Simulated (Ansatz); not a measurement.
# Work function of Ta(100): what the settings cost and change, part 2 of 2

How thick a slab and how much vacuum does the work function of Ta(100) need?

Ansatz 0.2.0; plane-wave DFT, PBE, Ansatz PAW.

So far, work function, upper face (eV): step 2 (run, setting 1 layer) 4.39; step 4 (run, 3 atoms) 3.84; step 5 (slab, 4 atoms) 3.99; step 6 (run, 5 atoms) 3.96; step 7 (slab, 6 atoms) 3.98.

### Step 8. Run, 8 atoms

System of this step: Ta(100). The cell holds 8 atoms: 8 Ta. Cell: a = 3.310 Å, b = 3.310 Å, c = 29.585 Å, α = 90.0°, β = 90.0°, γ = 90.0°. Vacuum lies along c.

input.yaml

```yaml
crystal:
  lattice:
    - [3.31, 0.0, 0.0]
    - [0.0, 3.31, 0.0]
    - [0.0, 0.0, 29.585]
  atoms:
    - { symbol: Ta, position: [0.5, 0.5, 0.3042082136] }
    - { symbol: Ta, position: [0.0, 0.0, 0.360148724] }
    - { symbol: Ta, position: [0.5, 0.5, 0.4160892344] }
    - { symbol: Ta, position: [0.0, 0.0, 0.4720297448] }
    - { symbol: Ta, position: [0.5, 0.5, 0.5279702552] }
    - { symbol: Ta, position: [0.0, 0.0, 0.5839107656] }
    - { symbol: Ta, position: [0.5, 0.5, 0.639851276] }
    - { symbol: Ta, position: [0.0, 0.0, 0.6957917864] }
kpoints:
  mp_grid: { grid: [12, 12, 1] }
hamiltonian:
  xc: pbe
scf:
  occupations: { method: fermi_dirac, width: 0.1 }
  convergence: { dr2_threshold: 1.0e-09 }
efield:
  axis: 3
  dipole_correction: true
  ramp_position: 0.97
  ramp_width: 0.06
output:
  write_potential: true
  write_density: true
  volumetric_format: npy
```

Command:

```sh
$ ansatz run input.yaml --threads 2 --pin off --max-ram 3072MiB --backend cpu --events-out ev --progress --plain --runs-dir out
```

Numbers of over 12 decimals in the logs are rounded to 6 here.

Output:

```text
[...]
Crystal: 8 atoms, lattice volume = 324.136 Å³
Basis set: ecut = 420 eV, 6419 PW (Γ)
Bands: 63, of which v1, the nominal top of the filled ones, is band 52 counted from 1 (51 counted from 0)
Symmetry: 8 space group operations
k-points: 28 of 144
[...]
k-point 0: bands = [... 48 lower, 6.7917, 6.8220, 6.8220, 6.9831, 6.9831, 7.0738, 7.1587, 7.2180, ... 7 higher]
  k-point 1: bands = [... 48 lower, 6.5629, 6.5909, 6.7736, 6.8328, 6.8867, 6.9461, 7.0098, 7.2012, ... 7 higher]
  k-point 2: bands = [... 48 lower, 6.1108, 6.3484, 6.3766, 6.4650, 6.7490, 7.0561, 7.0700, 7.1980, ... 7 higher]
  k-point 27: bands = [... 48 lower, 5.3843, 5.3843, 6.1749, 6.1749, 7.1546, 7.1546, 8.4676, 8.4676, ... 7 higher]
[key lines of the parts left out:]
SCF converged after 10 iterations
Free energy (F): -79454.429454 eV
Fermi energy:    6.296801 eV
Dipole field:    D = 0.000001 V/Å  (p = 0.000001 e·Å, saw-weighted, corrected)
Work function:   Φ+ = 3.9969 eV   Φ− = 3.9970 eV
```

It took 92 s on 2 threads of Arm Neoverse N1, shared host; peak memory 0.87 GiB; 2.6 min of CPU time.

The work function is 3.997 eV, +0.020 eV from the run “6 layers”, at 1.7 times its CPU time.

### Step 9. Run, 10 atoms

System of this step: Ta(100). The cell holds 10 atoms: 10 Ta. Cell: a = 3.310 Å, b = 3.310 Å, c = 32.895 Å, α = 90.0°, β = 90.0°, γ = 90.0°. Vacuum lies along c.

input.yaml, the sections that differ from step 8:

```yaml
crystal:
  lattice:
    - [3.31, 0.0, 0.0]
    - [0.0, 3.31, 0.0]
    - [0.0, 0.0, 32.895]
  atoms:
    - { symbol: Ta, position: [0.5, 0.5, 0.2735978112] }
    - { symbol: Ta, position: [0.0, 0.0, 0.3239094087] }
    - { symbol: Ta, position: [0.5, 0.5, 0.3742210062] }
    - { symbol: Ta, position: [0.0, 0.0, 0.4245326037] }
    - { symbol: Ta, position: [0.5, 0.5, 0.4748442012] }
    - { symbol: Ta, position: [0.0, 0.0, 0.5251557988] }
    - { symbol: Ta, position: [0.5, 0.5, 0.5754673963] }
    - { symbol: Ta, position: [0.0, 0.0, 0.6257789938] }
    - { symbol: Ta, position: [0.5, 0.5, 0.6760905913] }
    - { symbol: Ta, position: [0.0, 0.0, 0.7264021888] }
# kpoints, hamiltonian, scf, efield, output: as in step 8
```

Output:

```text
[...]
Crystal: 10 atoms, lattice volume = 360.401 Å³
Basis set: ecut = 420 eV, 7133 PW (Γ)
Bands: 78, of which v1, the nominal top of the filled ones, is band 65 counted from 1 (64 counted from 0)
Symmetry: 8 space group operations
k-points: 28 of 144
[...]
k-point 0: bands = [... 61 lower, 8.0358, 8.0358, 8.2121, 8.2121, 8.2189, 8.2189, 8.2849, 8.4505, ... 9 higher]
  k-point 1: bands = [... 61 lower, 7.8791, 7.9683, 7.9988, 8.1589, 8.1947, 8.1982, 8.2038, 8.2966, ... 9 higher]
  k-point 2: bands = [... 61 lower, 7.4695, 7.5469, 7.7535, 7.8698, 8.0146, 8.0431, 8.4302, 8.4413, ... 9 higher]
  k-point 27: bands = [... 61 lower, 6.5347, 7.1249, 7.1249, 7.8556, 7.8556, 8.6285, 8.6285, 9.7249, ... 9 higher]
[key lines of the parts left out:]
SCF converged after 10 iterations
Free energy (F): -99318.968578 eV
Fermi energy:    7.527896 eV
Dipole field:    D = 0.000001 V/Å  (p = 0.000001 e·Å, saw-weighted, corrected)
Work function:   Φ+ = 4.0002 eV   Φ− = 4.0002 eV
```

The job ended after 2.3 min (2 threads; peak memory 1.1 GiB).

The work function is 4.000 eV, +0.003 eV from the run “8 layers”, at 1.5 times its CPU time.

### Step 10. Run, 13 atoms

System of this step: Ta(100). The cell holds 13 atoms: 13 Ta. Its edges and angles: a = 3.310 Å, b = 3.310 Å, c = 37.860 Å, α = 90.0°, β = 90.0°, γ = 90.0°. Vacuum lies along c.

input.yaml, the sections that differ from step 9:

```yaml
crystal:
  lattice:
    - [3.31, 0.0, 0.0]
    - [0.0, 3.31, 0.0]
    - [0.0, 0.0, 37.86]
  atoms:
    - { symbol: Ta, position: [0.0, 0.0, 0.2377179081] }
    - { symbol: Ta, position: [0.5, 0.5, 0.2814315901] }
    - { symbol: Ta, position: [0.0, 0.0, 0.3251452721] }
    - { symbol: Ta, position: [0.5, 0.5, 0.368858954] }
    - { symbol: Ta, position: [0.0, 0.0, 0.412572636] }
    - { symbol: Ta, position: [0.5, 0.5, 0.456286318] }
    - { symbol: Ta, position: [0.0, 0.0, 0.5] }
    - { symbol: Ta, position: [0.5, 0.5, 0.543713682] }
    - { symbol: Ta, position: [0.0, 0.0, 0.587427364] }
    - { symbol: Ta, position: [0.5, 0.5, 0.631141046] }
    - { symbol: Ta, position: [0.0, 0.0, 0.6748547279] }
    - { symbol: Ta, position: [0.5, 0.5, 0.7185684099] }
    - { symbol: Ta, position: [0.0, 0.0, 0.7622820919] }
# kpoints, hamiltonian, scf, efield, output: as in step 9
```

Output:

```text
[...]
Crystal: 13 atoms, lattice volume = 414.798 Å³
Basis set: ecut = 420 eV, 8191 PW (Γ)
Bands: 102, of which v1, the nominal top of the filled ones, is band 85 counted from 1 (84 counted from 0)
Symmetry: 8 space group operations
k-points: 28 of 144
[...]
k-point 0: bands = [... 81 lower, 9.6261, 9.6512, 9.6512, 9.6747, 9.6747, 9.7168, 9.8156, 9.8473, ... 13 higher]
  k-point 1: bands = [... 81 lower, 9.4536, 9.5197, 9.5594, 9.6295, 9.6395, 9.6434, 9.7663, 9.7720, ... 13 higher]
  k-point 2: bands = [... 81 lower, 9.1155, 9.1487, 9.3396, 9.4340, 9.5386, 9.5554, 9.8769, 9.8774, ... 13 higher]
  k-point 27: bands = [... 81 lower, 8.5826, 8.5826, 9.1335, 9.1335, 9.7271, 9.7271, 10.2604, 10.2604, ... 13 higher]
[key lines of the parts left out:]
SCF converged after 11 iterations
Free energy (F): -129115.784328 eV
Fermi energy:    8.968762 eV
Dipole field:    D = 0.000000 V/Å  (p = 0.000000 e·Å, saw-weighted, corrected)
Work function:   Φ+ = 3.9981 eV   Φ− = 3.9981 eV
```

Wall time 4 min (2 threads); peak memory 1.6 GiB; 7.2 min of CPU time.

The work function is 3.998 eV, -0.002 eV from the run “10 layers”, at 1.8 times its CPU time.

### Step 11. Run, 7 atoms

System of this step: Ta(100). The cell holds 7 atoms: 7 Ta. Cell: a = 3.310 Å, b = 3.310 Å, c = 19.930 Å, α = 90.0°, β = 90.0°, γ = 90.0°. Vacuum lies along c.

input.yaml, the sections that differ from step 10:

```yaml
crystal:
  lattice:
    - [3.31, 0.0, 0.0]
    - [0.0, 3.31, 0.0]
    - [0.0, 0.0, 19.93]
  atoms:
    - { symbol: Ta, position: [0.0, 0.0, 0.2508780733] }
    - { symbol: Ta, position: [0.5, 0.5, 0.3339187155] }
    - { symbol: Ta, position: [0.0, 0.0, 0.4169593578] }
    - { symbol: Ta, position: [0.5, 0.5, 0.5] }
    - { symbol: Ta, position: [0.0, 0.0, 0.5830406422] }
    - { symbol: Ta, position: [0.5, 0.5, 0.6660812845] }
    - { symbol: Ta, position: [0.0, 0.0, 0.7491219267] }
# kpoints, hamiltonian, scf, efield, output: as in step 10
```

Output:

```text
[...]
Crystal: 7 atoms, lattice volume = 218.355 Å³
Basis set: ecut = 420 eV, 4323 PW (Γ)
Bands: 55, of which v1, the nominal top of the filled ones, is band 46 counted from 1 (45 counted from 0)
Symmetry: 8 space group operations
k-points: 28 of 144
[...]
k-point 1: bands = [... 42 lower, 9.6696, 9.7047, 9.9428, 9.9471, 10.0458, 10.0750, 10.0894, 10.4371, ... 5 higher]
  k-point 2: bands = [... 42 lower, 9.2497, 9.3745, 9.5393, 9.7275, 9.8005, 10.3173, 10.3253, 10.3917, ... 5 higher]
  k-point 27: bands = [... 42 lower, 8.1953, 8.9813, 8.9813, 10.0671, 10.0671, 11.5484, 11.5484, 11.7002, ... 5 higher]
[key lines of the parts left out:]
SCF converged after 10 iterations
Free energy (F): -69522.153792 eV
Fermi energy:    9.426960 eV
Dipole field:    D = -0.000001 V/Å  (p = -0.000001 e·Å, saw-weighted, corrected)
Work function:   Φ+ = 3.9787 eV (in doubt: plateau slope 1.0e-1 eV/Å)   Φ− = 3.9849 eV (in doubt: plateau slope 7.6e-2 eV/Å)
```

The job ended after 49 s (2 threads; peak memory 0.62 GiB).

The work function is 3.979 eV. The program marks this work function as in doubt.

### Step 12. Slab, 7 atoms

The cell differs from the one that the last finished run ended in (c 19.930 → 23.930 Å).

input.yaml, the sections that differ from step 11:

```yaml
crystal:
  lattice:
    - [3.31, 0.0, 0.0]
    - [0.0, 3.31, 0.0]
    - [0.0, 0.0, 23.93]
  atoms:
    - { symbol: Ta, position: [0.0, 0.0, 0.2925198496] }
    - { symbol: Ta, position: [0.5, 0.5, 0.3616798997] }
    - { symbol: Ta, position: [0.0, 0.0, 0.4308399499] }
    - { symbol: Ta, position: [0.5, 0.5, 0.5] }
    - { symbol: Ta, position: [0.0, 0.0, 0.5691600501] }
    - { symbol: Ta, position: [0.5, 0.5, 0.6383201003] }
    - { symbol: Ta, position: [0.0, 0.0, 0.7074801504] }
# kpoints, hamiltonian, scf, efield, output: as in step 11
```

Output:

```text
[...]
Crystal: 7 atoms, lattice volume = 262.179 Å³
Basis set: ecut = 420 eV, 5183 PW (Γ)
Bands: 55, of which v1, the nominal top of the filled ones, is band 46 counted from 1 (45 counted from 0)
Symmetry: 8 space group operations
k-points: 28 of 144
[...]
k-point 0: bands = [... 42 lower, 7.6479, 7.6479, 7.7178, 7.7178, 7.8604, 7.8604, 7.9463, 8.3020, ... 5 higher]
  k-point 1: bands = [... 42 lower, 7.4254, 7.4605, 7.6987, 7.7028, 7.8016, 7.8329, 7.8429, 8.1929, ... 5 higher]
  k-point 2: bands = [... 42 lower, 7.0055, 7.1340, 7.2951, 7.4834, 7.5553, 8.0747, 8.0805, 8.1475, ... 5 higher]
  k-point 27: bands = [... 42 lower, 5.9511, 6.7372, 6.7372, 7.8230, 7.8230, 9.3041, 9.3041, 9.4563, ... 5 higher]
[key lines of the parts left out:]
SCF converged after 10 iterations
Free energy (F): -69522.153692 eV
Fermi energy:    7.182844 eV
Dipole field:    D = -0.000001 V/Å  (p = -0.000001 e·Å, saw-weighted, corrected)
Work function:   Φ+ = 3.9998 eV   Φ− = 3.9999 eV
```

Wall time 58 s (2 threads); peak memory 0.69 GiB; 1.7 min of CPU time.

The work function is 4.000 eV, +0.021 eV from the run “7 layers, 10 Å of vacuum”, at 1.2 times its CPU time.

### Step 13. Run, 7 atoms (run 2)

The cell differs from the one that the last finished run ended in (c 23.930 → 35.930 Å).

input.yaml, the sections that differ from step 12:

```yaml
crystal:
  lattice:
    - [3.31, 0.0, 0.0]
    - [0.0, 3.31, 0.0]
    - [0.0, 0.0, 35.93]
  atoms:
    - { symbol: Ta, position: [0.0, 0.0, 0.3618146396] }
    - { symbol: Ta, position: [0.5, 0.5, 0.4078764264] }
    - { symbol: Ta, position: [0.0, 0.0, 0.4539382132] }
    - { symbol: Ta, position: [0.5, 0.5, 0.5] }
    - { symbol: Ta, position: [0.0, 0.0, 0.5460617868] }
    - { symbol: Ta, position: [0.5, 0.5, 0.5921235736] }
    - { symbol: Ta, position: [0.0, 0.0, 0.6381853604] }
# kpoints, hamiltonian, scf, efield, output: as in step 12
```

Output:

```text
[...]
Crystal: 7 atoms, lattice volume = 393.653 Å³
Basis set: ecut = 420 eV, 7777 PW (Γ)
Bands: 55, of which v1, the nominal top of the filled ones, is band 46 counted from 1 (45 counted from 0)
Symmetry: 8 space group operations
k-points: 28 of 144
[...]
k-point 0: bands = [... 42 lower, 3.9135, 3.9135, 3.9834, 3.9834, 4.1260, 4.1260, 4.2118, 4.5676, ... 5 higher]
  k-point 1: bands = [... 42 lower, 3.6910, 3.7261, 3.9642, 3.9684, 4.0672, 4.0986, 4.1085, 4.4585, ... 5 higher]
  k-point 2: bands = [... 42 lower, 3.2711, 3.3996, 3.5607, 3.7490, 3.8209, 4.3402, 4.3463, 4.4131, ... 5 higher]
  k-point 27: bands = [... 42 lower, 2.2167, 3.0028, 3.0028, 4.0885, 4.0885, 5.5696, 5.5696, 5.7219, ... 5 higher]
[key lines of the parts left out:]
SCF converged after 10 iterations
Free energy (F): -69522.153675 eV
Fermi energy:    3.448424 eV
Dipole field:    D = -0.000001 V/Å  (p = -0.000002 e·Å, saw-weighted, corrected)
Work function:   Φ+ = 3.9993 eV   Φ− = 3.9992 eV
```

Elapsed: 88 s, on 2 threads; peak memory 0.89 GiB.

The work function is 3.999 eV, -0.001 eV from the run “7 layers, 14 Å of vacuum”, at 1.6 times its CPU time.

### Step 14. The series together

Times are for 2 threads of Arm Neoverse N1, shared host. The runs compared:

```
no.                   setting  work function, upper face (eV)     time  memory (GiB)
  1                   1 layer                           4.389    9.7 s          0.43
  2                  2 layers                           4.018     15 s          0.42
  3                  3 layers                           3.841     24 s          0.46
  4                  4 layers                           3.988     32 s          0.53
  5                  5 layers                           3.959     45 s           0.6
  6                  6 layers                           3.977     56 s          0.68
  7                  8 layers                           3.997     92 s          0.87
  8                 10 layers                           4.000  2.3 min           1.1
  9                 13 layers                           3.998    4 min           1.6
 10  7 layers, 10 Å of vacuum                           3.979     49 s          0.62
 11  7 layers, 14 Å of vacuum                           4.000     58 s          0.69
 12  7 layers, 26 Å of vacuum                           3.999     88 s          0.89
```

### Step 15. Varying the input

System of this step: Ta(100) monolayer. The cell holds 1 atom: 1 Ta. Its edges and angles: a = 3.310 Å, b = 3.310 Å, c = 18.000 Å, α = 90.0°, β = 90.0°, γ = 90.0°. Vacuum lies along c.

An input spoilt on purpose, to show how the run answers: it repeats the earlier run “1 layer” with efield.amplitude to 0 and efield.dipole_correction from true to false, and scf.max_iter set to 80; its output block differs too.

input.yaml, the sections that differ from step 13:

```yaml
crystal:
  lattice:
    - [3.31, 0.0, 0.0]
    - [0.0, 3.31, 0.0]
    - [0.0, 0.0, 18.0]
  atoms:
    - { symbol: Ta, position: [0.5, 0.5, 0.5] }
scf:
  occupations: { method: fermi_dirac, width: 0.1 }
  convergence: { dr2_threshold: 1.0e-09 }
  max_iter: 80
efield:
  axis: 3
  dipole_correction: false
  ramp_position: 0.97
  ramp_width: 0.06
  amplitude: 0
# kpoints, hamiltonian, output: as in step 13
```

Output:

```text
Error: invalid value for `efield.amplitude`: is zero with dipole_correction: false — the section would apply nothing; set a non-zero amplitude, enable dipole_correction, or remove the block
```

Run time: 0.04 s. Hardware: 2 threads; peak memory 0.06 GiB.

The input was rejected at the start.

The program's message: “Error: invalid value for `efield.amplitude`: is zero with dipole_correction: false — the section would apply nothing; set a non-zero amplitude, enable dipole_correction, or remove the block”

The fault put into the input: a field block that applies nothing.

### Step 16. Summary of results

| Quantity | Value |
| --- | --- |
| work function, 1 layer | 4.389 eV |
| work function, 3 layers | 3.841 eV |
| work function, 6 layers | 3.977 eV |
| work function, 13 layers | 3.998 eV |

In words: The thickest slab gives 4.00 eV, and the settings tried spread the value from 3.84 to 4.39 eV. At 18 Å of vacuum, the slabs from 4 layers on stay within 0.04 eV of the thickest. Going from 10 to 26 Å of vacuum moves it by 0.021 eV. The program marks the value as in doubt in “7 layers, 10 Å of vacuum”. The ladder's slabs use the tabulated experimental lattice constant (two decimals; a low-temperature value for the alkali metals). This open face is not relaxed here, and relaxation moves such faces by up to a few tenths of an eV. In 2 runs of the series (7 layers, 10 Å of vacuum and 7 layers, 14 Å of vacuum) the program warns that electrons reach the sawtooth's ramp, which makes dipole and work function less sure.

Comparison with the measured values:

| quantity | measured | 13 layers |
| --- | --- | --- |
| work function (clean (100) face, a compiled value) (eV) | 4.1 | 4.00 (-0.10 eV) |

Measured values from arxiv:1902.07811 (2019).

**Verdict.** The work function is off by -0.10 eV: good agreement. The grades are ours: good and fair within 3 and 7 % for the work function. No cell relaxation is part of this session.

[Logs are printed without paths, hosts, clocks, repeated set-up lines and the standing remarks that a program may print on its own settings, such as how far it seeks lower states.]

[Hosts, paths, dates, database ids (printed as entryN), source tags and the programs' standing remarks are cut or masked in the printed files.]

[Maps of the electrostatic potential energy from Ansatz leave out the sawtooth potential of an applied field or a dipole correction, so their vacuum need not be flat; planar profiles and work functions include it.]
